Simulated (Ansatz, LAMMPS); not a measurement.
# Static equation of state of Ga2O3 with crystalline order left by the classical run (95 atoms)

Density of this cell: 5.40 g/cm³. The cell holds 95 atoms: 38 Ga and 57 O. Cell: a = 10.475 Å, b = 10.056 Å, c = 10.408 Å, α = 87.3°, β = 88.7°, γ = 88.3°. The starting structure: 95 atoms (38 Fe, 57 O) placed at random at 4.97 g/cm³, melted at 5000 K for 10 ps at fixed volume with the Morse and Coulomb pair potential with partial charges (Pedone, Malavasi, Menziani, Cormack and Segre, J. Phys. Chem. B 110, 11780 (2006)). Quenched from 5000 K to 300 K at 50 K/ps and fixed volume, held 5 ps, then minimised at fixed cell. Then Fe was replaced by Ga and the cell scaled by 1.003 (the potential has no terms for the new elements, so the cell is a start for a DFT relaxation).

Calculated with Ansatz 0.2.0: Kohn-Sham DFT, PBE, PAW (set soft_1), plane waves; PAW set soft_1; cutoff 420 eV, Γ point, fixed occupations. Cell and atoms were relaxed first, to V0 = 11.520 Å³ an atom at a residual P0 = 0.004 GPa. The cell was then scaled evenly, and the atoms were relaxed at each volume.

| volume (Å³/atom) | pressure (GPa) |
| --- | --- |
| 10.368 | 8.977 |
| 10.829 | ? |
| 11.174 | 2.498 |
| 11.866 | -1.304 |
| 12.211 | -2.594 |

Task: Fit the third-order Birch–Murnaghan equation to the rows given and interpolate to the withheld row.

Worked fit:

Take the Eulerian strain f = ½[(V0/V)^(2/3) − 1] and the normalised pressure F = (P − P0) / [3f(1 + 2f)^(5/2)]. The third-order Birch–Murnaghan equation is then the line F = B0 + (3/2)B0(B′ − 4) f, so u = f and v = F.

```
      u = f  v = F (GPa)
  0.0363832      68.9662
  0.0102568      77.0575
-0.00975633      46.9421
 -0.0190506      50.0921
```

With n = 4: mean u = 0.00445826, mean v = 60.7645, Σ(u − ū)² = 0.0018075, Σ(u − ū)(v − v̄) = 0.80369. Slope b = 0.80369 / 0.0018075 = 444.63; intercept a = v̄ − b ū = 58.782.

So B0 = a = 58.8 GPa and B′ = 4 + 2b/(3a) = 9.04. At the withheld volume f = 0.02106, F = a + b f = 68.14 GPa, and P = P0 + 3f(1 + 2f)^(5/2) F.

Prediction at 10.829: 4.776 GPa. The run gave 5.131 GPa, so the fit is low by 0.36 GPa (6.9 % of the value).

The series isn't one smooth equation of state: even a line fitted to all rows, the withheld one included, misses F by up to 16.9 %, the count of bonds changes along the series and an atom moves over 0.5 Å in some relaxation. B0 and B′ are then only the numbers of this fit, not moduli of the material. Among the rows given, the largest miss of the fit is at 10.368, by 0.78 GPa (6.7 % of the range of the table).

Limits: Static cells at zero temperature; the cell shape is held. The program notes that the SCF threshold of these relaxations is loose for the stress. The quench rate of 50 K/ps is many orders above laboratory rates, so the cell is likely richer in defects and strain than a real sample. The network of bonds at the start is that of the classical potential that made the cell, and needn't be the one that DFT or experiment would give. Only the Γ point is sampled, in a cell whose shortest periodic width is 10 Å.

[Long decimals in the printed logs are rounded to 6 places.]

[Logs are printed without paths, hosts, clocks, repeated set-up lines and the standing remarks that a program may print on its own settings, such as how far it seeks lower states.]

[Hosts, paths, dates, database ids (printed as entryN), source tags and the programs' standing remarks are cut or masked in the printed files.]
